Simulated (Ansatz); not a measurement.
In doubt: masses and optical values from hybrid runs of this build are listed as unsure, which bears on the screening that GW takes from such a start.

Rows from a G0W0 calculation on MgAl2C2 (P-3m1) (Ansatz 0.2.0; G0W0 on PBE0, plane waves, PAW; 6×6×4 mesh, 171 empty bands, screening to 120 eV), in eV. Spin-orbit coupling is left out.

```
row                       k  band   start       Σx  Σc at the solution      Vxc
  A  (0.000, -0.500, 0.250)    c2  13.069   -6.993              -4.049  -10.955
  B   (0.000, 0.167, 0.000)    c1  13.520   -8.534              -4.135  -12.616
  C   (0.000, 0.167, 0.000)    v1   7.704  -16.367               1.472  -15.031
  D  (0.000, -0.500, 0.250)    c1  11.006   -6.601              -3.637  -10.104
  E  (0.000, -0.500, 0.250)    v1   6.347  -17.445               2.098  -15.500
  F   (0.000, 0.167, 0.000)    c2  13.899   -6.535              -4.237  -10.651
```

Q: Give the quasiparticle energies and the shift of each level.

The quasiparticle equation reads E = start + Σx + Σc(E) − Vxc.

```
row  E (eV)  shift (eV)
  A  12.982      −0.087
  B  13.466      −0.053
  C   7.840      +0.136
  D  10.872      −0.134
  E   6.499      +0.152
  F  13.779      −0.121
```

The gap over the computed points goes from 3.30 eV to 3.03 eV.

Limits: not at the basis limit.

[Paths, hosts, dates, memory and timing lines, banners, echoed tables and standing remarks are left out of the program output.]

[Logs are printed without paths, hosts, clocks, repeated set-up lines and the standing remarks that a program may print on its own settings, such as how far it seeks lower states.]

[Runs of the session that timed out or met a known fault of the program may be left out.]

[Cells called generated may have been cut or substituted from an entry of the Crystallography Open Database or the Materials Project.]

[Hosts, paths, dates, database ids (printed as entryN), source tags and the programs' standing remarks are cut or masked in the printed files.]
